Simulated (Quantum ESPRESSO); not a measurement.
# MnSe: parallel and opposed starts

Does MnSe prefer parallel or opposed moments?

Method: PBEsol with U = 4 eV on Mn d (ortho-atomic projectors); plane waves with GBRV 1.5 PBEsol potentials, no spin-orbit coupling, in Quantum ESPRESSO 7.5.

Report form: the programs' logs are mostly left out.

The database entry behind the starting cell differs from later determinations by our own check (about 0.4 % short), so it need not match the best structure at ambient conditions.

## Step 1: Starting point

It takes space group Fm-3m (No. 225, cubic). The conventional cell has a = 5.440 Å, b = 5.440 Å, c = 5.440 Å, α = 90.00°, β = 90.00°, γ = 90.00°. Mn has 6 Se at 2.72 Å nearest. Se has 6 Mn at 2.72 Å nearest. Farther neighbours and most contacts between anions are not listed.

The cell comes from the Crystallography Open Database.

## Step 2: Run 1, typed as ferro +

The signs are those of the starting moments on the seeded atoms, the atoms that are given a moment.

pw.in

```
&CONTROL
  calculation = 'scf'
  prefix = 'pwscf'
  outdir = './tmp'
  pseudo_dir = './pseudo'
  disk_io = 'nowf'
/
&SYSTEM
  ibrav = 0
  celldm(1) = 8
  nat = 2
  ntyp = 2
  ecutwfc = 40
  ecutrho = 280
  nbnd = 19
  occupations = 'smearing'
  smearing = 'fd'
  degauss = 0.00734986
  nspin = 2
  starting_magnetization(1) = 0.3
  starting_magnetization(2) = 0
/
&ELECTRONS
  conv_thr = 4d-09
  electron_maxstep = 150
  mixing_beta = 0.3
/
ATOMIC_SPECIES
Mn     54.9380 mn_pbesol_v1.5.uspp.F.UPF
Se     78.9710 se_pbesol_v1.uspp.F.UPF
CELL_PARAMETERS alat
   0.0000000000000    0.6425068823728    0.6425068823728
   0.6425068823728    0.0000000000000    0.6425068823728
   0.6425068823728    0.6425068823728    0.0000000000000
ATOMIC_POSITIONS crystal
Mn      0.0000000000    0.0000000000    0.0000000000
Se      0.5000000000    0.5000000000    0.5000000000
K_POINTS automatic
8 8 8 0 0 0
HUBBARD {ortho-atomic}
U Mn-3d 4.0000
```

On the command line:

```
$ OMP_NUM_THREADS=1 mpirun -n 4 pw.x -nk 4 -in pw.in > pw.out
```

The job ended after 15 s (4 MPI ranks of Arm Neoverse N1, shared host; peak memory 0.33 GiB; 59 s of CPU time).

Spin moment in the atom's sphere by atom:

```
atom  spin moment in the atom's sphere (μB)
 Mn1                                   4.56
 Se2                                   0.08
```

Read from the output:

```
smearing term TS       : 0.002492 eV
magnetization          : 5 μB
absolute magnetization : 5 μB
final state            : ferromagnetic
```

## Step 3: Run 2, typed as antiferro q=(0,1/2,1/2) +−

The cell is doubled to 4 atoms to hold this order. The wavevector q is in fractions of the reciprocal vectors of the crystal's primitive cell, as the cells of these inputs are built from it; moments change sign between cells as cos(2π q·R).

pw.in

```
&CONTROL
  calculation = 'scf'
  prefix = 'pwscf'
  outdir = './tmp'
  pseudo_dir = './pseudo'
  disk_io = 'nowf'
/
&SYSTEM
  ibrav = 0
  celldm(1) = 8
  nat = 4
  ntyp = 3
  ecutwfc = 40
  ecutrho = 280
  nbnd = 30
  occupations = 'smearing'
  smearing = 'fd'
  degauss = 0.00734986
  nspin = 2
  starting_magnetization(1) = 0.3
  starting_magnetization(2) = -0.3
  starting_magnetization(3) = 0
/
&ELECTRONS
  conv_thr = 8d-09
  electron_maxstep = 150
  mixing_beta = 0.3
/
ATOMIC_SPECIES
Mn1    54.9380 mn_pbesol_v1.5.uspp.F.UPF
Mn2    54.9380 mn_pbesol_v1.5.uspp.F.UPF
Se     78.9710 se_pbesol_v1.uspp.F.UPF
CELL_PARAMETERS alat
   0.0000000000000    0.6425068823728    0.6425068823728
   1.2850137647455    0.0000000000000    1.2850137647455
   1.2850137647455    0.6425068823728    0.6425068823728
ATOMIC_POSITIONS crystal
Mn1     0.0000000000    0.0000000000    0.0000000000
Mn2     0.0000000000    0.5000000000    0.0000000000
Se      0.5000000000    0.0000000000    0.5000000000
Se      0.5000000000    0.5000000000    0.5000000000
K_POINTS automatic
8 4 8 0 0 0
HUBBARD {ortho-atomic}
U Mn1-3d 4.0000
U Mn2-3d 4.0000
```

The job ended after 2 min (4 MPI ranks; peak memory 0.66 GiB; 7.9 min of CPU time).

Spin moment in the atom's sphere by atom:

```
atom  spin moment in the atom's sphere (μB)
 Mn1                                   4.54
 Mn2                                  -4.54
 Se3                                  -0.02
 Se4                                   0.02
```

Read from the output:

| Item | Value |
| --- | --- |
| smearing term TS | 0.003520 eV |
| magnetization | 0 μB |
| absolute magnetization | 9.757 μB |
| final state | antiferromagnetic |

## Step 4: Start 3: antiferro q=(0,0,1/2) +−

This order needs a doubled cell of 4 atoms.

Edit pw.in of step 3 so:

```diff
@@ -34,11 +34,11 @@
    0.0000000000000    0.6425068823728    0.6425068823728
-   1.2850137647455    0.0000000000000    1.2850137647455
-   1.2850137647455    0.6425068823728    0.6425068823728
+   0.6425068823728    0.0000000000000    0.6425068823728
+   1.2850137647455    1.2850137647455    0.0000000000000
 ATOMIC_POSITIONS crystal
 Mn1     0.0000000000    0.0000000000    0.0000000000
-Mn2     0.0000000000    0.5000000000    0.0000000000
-Se      0.5000000000    0.0000000000    0.5000000000
-Se      0.5000000000    0.5000000000    0.5000000000
+Mn2     0.0000000000    0.0000000000    0.5000000000
+Se      0.5000000000    0.5000000000    0.2500000000
+Se      0.5000000000    0.5000000000    0.7500000000
 K_POINTS automatic
-8 4 8 0 0 0
+8 8 4 0 0 0
 HUBBARD {ortho-atomic}
```

The job ended after 76 s (4 MPI ranks; peak memory 0.54 GiB; 5.1 min of CPU time).

Spin moment in the atom's sphere by atom:

```
atom  spin moment in the atom's sphere (μB)
 Mn1                                   4.47
 Mn2                                  -4.47
 Se3                                   0.00
 Se4                                   0.00
```

Numbers from this step:

```yaml
smearing_term_ts: 5.52e-5 eV
magnetization: 0 μB
absolute_magnetization: 9.478 μB
final_state: antiferromagnetic
```

## Step 5: Run 4 (antiferro q=(0,1/2,1/2) +−)

The cell is doubled to 4 atoms to hold this order.

Edit pw.in of step 4 so:

```diff
@@ -34,11 +34,11 @@
    0.0000000000000    0.6425068823728    0.6425068823728
-   0.6425068823728    0.0000000000000    0.6425068823728
-   1.2850137647455    1.2850137647455    0.0000000000000
+   1.2850137647455    0.0000000000000    1.2850137647455
+   1.2850137647455    0.6425068823728    0.6425068823728
 ATOMIC_POSITIONS crystal
 Mn1     0.0000000000    0.0000000000    0.0000000000
-Mn2     0.0000000000    0.0000000000    0.5000000000
-Se      0.5000000000    0.5000000000    0.2500000000
-Se      0.5000000000    0.5000000000    0.7500000000
+Mn2     0.0000000000    0.5000000000    0.0000000000
+Se      0.5000000000    0.0000000000    0.5000000000
+Se      0.5000000000    0.5000000000    0.5000000000
 K_POINTS automatic
-8 8 4 0 0 0
+8 4 8 0 0 0
 HUBBARD {ortho-atomic}
```

It took 2 min on 4 MPI ranks; peak memory 0.66 GiB; 8.1 min of CPU time.

Read from the output:

```yaml
smearing_term_ts: 0.003520 eV
magnetization: 0 μB
absolute_magnetization: 9.757 μB
final_state: antiferromagnetic
largest_moment: 4.537 μB
```

## Step 6: Ranking

An order is kept where moments of 0.15 μB or more survive with the typed signs; meshes match where a doubled cell samples the same k points as the first cell.

Orders:

```
                     start        final state  typed order kept  energy over the lowest (meV a seeded atom)  largest site moment (μB)  net moment (μB a cell of the first run)  mesh matched  CPU time (s)
                   ferro +      ferromagnetic               yes                                       35.28                     4.564                                        5           yes         59.44
antiferro q=(0,1/2,1/2) +-  antiferromagnetic               yes                                       25.98                     4.537                                        0           yes         473.7
  antiferro q=(0,0,1/2) +-  antiferromagnetic               yes                                           0                     4.473                                        0           yes         304.8
antiferro q=(0,1/2,1/2) +-  antiferromagnetic               yes                                       25.98                     4.537                                        0           yes         484.5
```

## Step 7: Occupations of the corrected shells in the lowest state

Occupations of the Hubbard shells:

```
block  type  shell  spin  electrons             occupation numbers
    1   Mn1     3d    up      4.971  0.990 0.990 0.996 0.996 0.997
    1   Mn1     3d  down     0.3035  0.022 0.022 0.022 0.119 0.119
    2   Mn2     3d    up     0.3035  0.022 0.022 0.022 0.119 0.119
    2   Mn2     3d  down      4.971  0.990 0.990 0.996 0.996 0.997
```

## Step 8: What came out

| Property | Result |
| --- | --- |
| lowest state found | antiferromagnetic (from antiferro q=(0,0,1/2) +-) |
| largest site moment | 4.47 μB |
| next state with moments | antiferromagnetic, 26.0 meV a seeded atom higher |

Only these 4 starts were compared; other wavevectors, canted and longer-period orders were not. Energies are free energies at an electronic temperature of 1160 K, which lowers moments and differences where the moments are itinerant.

[Logs and program files are shortened in this print: banners, set-up blocks, solver, clock and traceback lines can be left out without a mark of their own.]

[Logs are printed without paths, hosts, clocks, repeated set-up lines and the standing remarks that a program may print on its own settings, such as how far it seeks lower states.]

[Hosts, paths, dates, database ids (printed as entryN), source tags and the programs' standing remarks are cut or masked in the printed files.]

[Where a cell is said to come from a database of computed structures, the database is the Materials Project.]
